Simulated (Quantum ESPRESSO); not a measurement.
# BaZrO3 (Pm-3m): how pressure shifts the optical phonon

By how much does an optical zone-centre mode of BaZrO3 (Pm-3m) shift under hydrostatic pressure?

Main program and level: Quantum ESPRESSO 7.5; DFT LDA, scalar-relativistic, plane waves, PseudoDojo norm-conserving pseudopotentials.

### Step 1. Set-up

The structure is cubic, space group Pm-3m (No. 221). Conventional cell: a = 4.150 Å, b = 4.150 Å, c = 4.150 Å, α = 90.00°, β = 90.00°, γ = 90.00°. Nearest to Ba lie 12 O at 2.93 Å. Zr has 6 O at 2.07 Å nearest. Nearest to O lie 2 Zr at 2.07 Å and 4 Ba at 2.93 Å. Farther neighbours and most contacts between anions are not listed.

Structure file:

```cif
data_structure
_symmetry_space_group_name_H-M 'P 1'
_symmetry_Int_Tables_number 1
_cell_length_a 4.1497
_cell_length_b 4.1497
_cell_length_c 4.1497
_cell_angle_alpha 90.000
_cell_angle_beta 90.000
_cell_angle_gamma 90.000
_cell_volume 71.46
loop_
_atom_site_label
_atom_site_type_symbol
_atom_site_fract_x
_atom_site_fract_y
_atom_site_fract_z
_atom_site_occupancy
Ba1 Ba 0.00000 0.00000 0.00000 1
Zr2 Zr 0.50000 0.50000 0.50000 1
O3 O 0.00000 0.50000 0.50000 1
O4 O 0.50000 0.00000 0.50000 1
O5 O 0.50000 0.50000 0.00000 1
```

This is the cell after its relaxation at this level of theory, not the database cell from which that began.

### Step 2. Runs at several volumes

The relaxed cell is scaled uniformly; in this structure symmetry fixes all atoms, so nothing has to be relaxed anew. Each volume gets a ground state and a response at Γ. The mode followed is the highest one without the macroscopic field, of symmetry T1u; longitudinal polar modes lie higher. Cutoff 92 Ry, k mesh 6×6×6.

From the response at V/V₀ = 0.94:

The log of the run:

```text
[banners, grids, parts of the stress and lines that vanish by symmetry left out]
Program PHONON v.7.5
     Reading xml data from directory:

[...]
Exchange-correlation= PW
                           (   1   4   0   0   0   0   0)
[...]
kinetic-energy cut-off    =      92.0000  Ry
     charge density cut-off    =     368.0000  Ry
     convergence threshold     =      1.0E-18
[...]
Exchange-correlation= PW
                           (   1   4   0   0   0   0   0)
[...]
q = (   0.0000000   0.0000000   0.0000000 )
     49 Sym.Ops. (with q -> -q+G )
     G cutoff =  550.0405  (  54339 G-vectors)     FFT grid: ( 48, 48, 48)
     number of k points=    20
[...]
Mode symmetry, O_h (m-3m)  point group:
[...]
Dielectric constant
[...]
End of electric fields calculation
          Dielectric constant in cartesian axis
          (       4.914264878       0.000000000       0.000000000 )
          (       0.000000000       4.914264878       0.000000000 )
          (       0.000000000       0.000000000       4.914264878 )
          Effective charges (d Force / dE) in cartesian axis without acoustic sum rule applied (asr)
           atom    1  Ba    Mean Z*:        2.76635
      Ex  (        2.76635        0.00000        0.00000 )
      Ey  (        0.00000        2.76635        0.00000 )
      Ez  (        0.00000        0.00000        2.76635 )
           atom    2  Zr    Mean Z*:        6.13243
      Ex  (        6.13243        0.00000        0.00000 )
      Ey  (        0.00000        6.13243        0.00000 )
      Ez  (        0.00000        0.00000        6.13243 )
           atom    3  O     Mean Z*:       -2.96962
      Ex  (       -4.78625        0.00000        0.00000 )
      Ey  (        0.00000       -2.06130        0.00000 )
      Ez  (        0.00000        0.00000       -2.06130 )
           atom    4  O     Mean Z*:       -2.96962
      Ex  (       -2.06130        0.00000        0.00000 )
      Ey  (        0.00000       -4.78625        0.00000 )
      Ez  (        0.00000        0.00000       -2.06130 )
           atom    5  O     Mean Z*:       -2.96962
      Ex  (       -2.06130        0.00000        0.00000 )
      Ey  (        0.00000       -2.06130        0.00000 )
      Ez  (        0.00000        0.00000       -4.78625 )
          Effective charges Sum: Mean:       -0.01008
[...]
Effective charges (d Force / dE) in cartesian axis with asr applied:
           atom    1  Ba    Mean Z*:        2.76837
[...]
atom    2  Zr    Mean Z*:        6.13444
[...]
atom    3  O     Mean Z*:       -2.96760
[...]
atom    4  O     Mean Z*:       -2.96760
[...]
Dielectric constant in cartesian axis
          (       4.914264878       0.000000000       0.000000000 )
          (       0.000000000       4.914264878       0.000000000 )
          (       0.000000000       0.000000000       4.914264878 )
          Effective charges (d Force / dE) in cartesian axis without acoustic sum rule applied (asr)
           atom    1  Ba    Mean Z*:        2.76635
      Ex  (        2.76635        0.00000        0.00000 )
      Ey  (        0.00000        2.76635        0.00000 )
      Ez  (        0.00000        0.00000        2.76635 )
           atom    2  Zr    Mean Z*:        6.13243
      Ex  (        6.13243        0.00000        0.00000 )
      Ey  (        0.00000        6.13243        0.00000 )
      Ez  (        0.00000        0.00000        6.13243 )
           atom    3  O     Mean Z*:       -2.96962
      Ex  (       -4.78625        0.00000        0.00000 )
      Ey  (        0.00000       -2.06130        0.00000 )
      Ez  (        0.00000        0.00000       -2.06130 )
           atom    4  O     Mean Z*:       -2.96962
      Ex  (       -2.06130        0.00000        0.00000 )
      Ey  (        0.00000       -4.78625        0.00000 )
      Ez  (        0.00000        0.00000       -2.06130 )
           atom    5  O     Mean Z*:       -2.96962
      Ex  (       -2.06130        0.00000        0.00000 )
      Ey  (        0.00000       -2.06130        0.00000 )
      Ez  (        0.00000        0.00000       -4.78625 )
          Effective charges Sum: Mean:       -0.01008
[...]
Effective charges (d Force / dE) in cartesian axis with asr applied:
           atom    1  Ba    Mean Z*:        2.76837
[...]
atom    2  Zr    Mean Z*:        6.13444
[...]
atom    3  O     Mean Z*:       -2.96760
[...]
atom    4  O     Mean Z*:       -2.96760
[...]
atom    5  O     Mean Z*:       -2.96760
[...]
q = (    0.000000000   0.000000000   0.000000000 )
[...]
freq (    1) =      -0.044095 [THz] =      -1.470857 [cm-1]
     freq (    2) =      -0.044095 [THz] =      -1.470857 [cm-1]
     freq (    3) =      -0.044095 [THz] =      -1.470857 [cm-1]
     freq (    4) =       3.605797 [THz] =     120.276457 [cm-1]
     freq (    5) =       3.605797 [THz] =     120.276457 [cm-1]
     freq (    6) =       3.605797 [THz] =     120.276457 [cm-1]
     freq (    7) =       4.484059 [THz] =     149.572095 [cm-1]
     freq (    8) =       4.484059 [THz] =     149.572095 [cm-1]
     freq (    9) =       4.484059 [THz] =     149.572095 [cm-1]
     freq (   10) =       5.491984 [THz] =     183.192852 [cm-1]
     freq (   11) =       5.491984 [THz] =     183.192852 [cm-1]
     freq (   12) =       5.491984 [THz] =     183.192852 [cm-1]
     freq (   13) =      18.339876 [THz] =     611.752422 [cm-1]
     freq (   14) =      18.339876 [THz] =     611.752422 [cm-1]
     freq (   15) =      18.339876 [THz] =     611.752422 [cm-1]
[...]
Mode symmetry, O_h (m-3m)  point group:
     freq (   1-   3) =         -1.5  [cm-1]   --> T_1u G_15  G_4- I
     freq (   4-   6) =        120.3  [cm-1]   --> T_1u G_15  G_4- I
     freq (   7-   9) =        149.6  [cm-1]   --> T_2u G_25  G_5-
     freq (  10-  12) =        183.2  [cm-1]   --> T_1u G_15  G_4- I
     freq (  13-  15) =        611.8  [cm-1]   --> T_1u G_15  G_4- I

   JOB DONE.
```

One volume, V/V₀ = 0.97, is held back as a test.

| V/V₀ | volume (Å³/atom) | pressure (GPa) | ω (cm⁻¹) |
| --- | --- | --- | --- |
| 0.94 | 13.434 | 12.40 | 611.75 |
| 0.97 | 13.862 | 5.70 | held back |
| 1 | 14.291 | 0.00 | 524.49 |
| 1.03 | 14.720 | -4.84 | 485.50 |
| 1.06 | 15.149 | -8.96 | 450.52 |

### Step 3. The fit

The mode Grüneisen parameter is γ = −d ln ω / d ln V.

| ln(V/V₀) | ln ω |
| --- | --- |
| -0.0619 | 6.4163 |
| 0.0000 | 6.2624 |
| 0.0296 | 6.1852 |
| 0.0583 | 6.1104 |

A straight line through these points has the slope -2.544, so γ = 2.54; at V/V₀ = 0.97 it predicts ω = exp(6.2601 + 0.0775) = 565.43 cm⁻¹.

A parabola of pressure against ln V through V/V₀ = 0.97, 1 and 1.03 gives the bulk modulus B = −dP/d ln V = 175 GPa at V₀. With ω₀ from the fitted line the pressure coefficient follows as dω/dP = γ ω₀ / B = 2.54 × 523.3 / 175 = 7.59 cm⁻¹/GPa.

### Step 4. The run that was held back

The log of the run:

```text
[banners, grids, parts of the stress and lines that vanish by symmetry left out]
[banner, memory and clock lines left out]
Program PHONON v.7.5

[...]
Exchange-correlation= PW
                           (   1   4   0   0   0   0   0)
[...]
kinetic-energy cut-off    =      92.0000  Ry
     charge density cut-off    =     368.0000  Ry
     convergence threshold     =      1.0E-18
[...]
Exchange-correlation= PW
                           (   1   4   0   0   0   0   0)
[...]
q = (   0.0000000   0.0000000   0.0000000 )
     49 Sym.Ops. (with q -> -q+G )
     G cutoff =  561.6821  (  55707 G-vectors)     FFT grid: ( 48, 48, 48)
     number of k points=    20
[...]
Mode symmetry, O_h (m-3m)  point group:
[...]
Dielectric constant
[...]
End of electric fields calculation
          Dielectric constant in cartesian axis
          (       4.905779624       0.000000000       0.000000000 )
          (       0.000000000       4.905779624       0.000000000 )
          (       0.000000000       0.000000000       4.905779624 )
          Effective charges (d Force / dE) in cartesian axis without acoustic sum rule applied (asr)
           atom    1  Ba    Mean Z*:        2.74990
      Ex  (        2.74990        0.00000        0.00000 )
      Ey  (        0.00000        2.74990        0.00000 )
      Ez  (        0.00000        0.00000        2.74990 )
           atom    2  Zr    Mean Z*:        6.12127
      Ex  (        6.12127        0.00000        0.00000 )
      Ey  (        0.00000        6.12127        0.00000 )
      Ez  (        0.00000        0.00000        6.12127 )
[...]
Ey  (        0.00000       -2.04343        0.00000 )
      Ez  (        0.00000        0.00000       -4.79416 )
          Effective charges Sum: Mean:       -0.00984
[...]
Effective charges (d Force / dE) in cartesian axis with asr applied:
           atom    1  Ba    Mean Z*:        2.75187
[...]
atom    2  Zr    Mean Z*:        6.12324
[...]
atom    3  O     Mean Z*:       -2.95837
[...]
atom    4  O     Mean Z*:       -2.95837
[...]
atom    5  O     Mean Z*:       -2.95837
[...]
q = (    0.000000000   0.000000000   0.000000000 )
[...]
freq (    1) =      -0.065627 [THz] =      -2.189097 [cm-1]
     freq (    2) =      -0.065627 [THz] =      -2.189097 [cm-1]
     freq (    3) =      -0.065627 [THz] =      -2.189097 [cm-1]
     freq (    4) =       3.288016 [THz] =     109.676418 [cm-1]
     freq (    5) =       3.288016 [THz] =     109.676418 [cm-1]
     freq (    6) =       3.288016 [THz] =     109.676418 [cm-1]
     freq (    7) =       4.875696 [THz] =     162.635708 [cm-1]
     freq (    8) =       4.875696 [THz] =     162.635708 [cm-1]
     freq (    9) =       4.875696 [THz] =     162.635708 [cm-1]
     freq (   10) =       5.739450 [THz] =     191.447430 [cm-1]
     freq (   11) =       5.739450 [THz] =     191.447430 [cm-1]
     freq (   12) =       5.739450 [THz] =     191.447430 [cm-1]
     freq (   13) =      16.990035 [THz] =     566.726576 [cm-1]
     freq (   14) =      16.990035 [THz] =     566.726576 [cm-1]
     freq (   15) =      16.990035 [THz] =     566.726576 [cm-1]
[...]
Mode symmetry, O_h (m-3m)  point group:
     freq (   1-   3) =         -2.2  [cm-1]   --> T_1u G_15  G_4- I
     freq (   4-   6) =        109.7  [cm-1]   --> T_1u G_15  G_4- I
     freq (   7-   9) =        162.6  [cm-1]   --> T_2u G_25  G_5-
     freq (  10-  12) =        191.4  [cm-1]   --> T_1u G_15  G_4- I
     freq (  13-  15) =        566.7  [cm-1]   --> T_1u G_15  G_4- I
```

It gives 566.73 cm⁻¹ against the predicted 565.43 cm⁻¹, a miss of 1 cm⁻¹.

### Step 5. Summary of results

```yaml
mode_grueneisen_parameter: 2.544
bulk_modulus: 175 GPa
pressure_coefficient: 7.59 cm⁻¹/GPa
```

**Reading.** The highest optical mode of BaZrO3 (Pm-3m) without the LO-TO term stiffens by 7.59 cm⁻¹ a GPa near the relaxed volume, with γ = 2.54. The power law meets all 5 runs within 0.24 %; between neighbouring volumes γ runs from 2.43 to 2.60. Such a coefficient turns a measured shift of this mode into a hydrostatic stress; uniaxial or biaxial stress splits the mode and needs deformation potentials. These are harmonic values at zero temperature for the structure held cubic, which a run at Γ can't show to be stable; the bulk modulus rests on three points.

[Host names and launcher messages were left out of these logs when they were recorded.]

[Logs are printed without paths, hosts, clocks, repeated set-up lines and the standing remarks that a program may print on its own settings, such as how far it seeks lower states.]

[Hosts, paths, dates, database ids (printed as entryN), source tags and the programs' standing remarks are cut or masked in the printed files.]
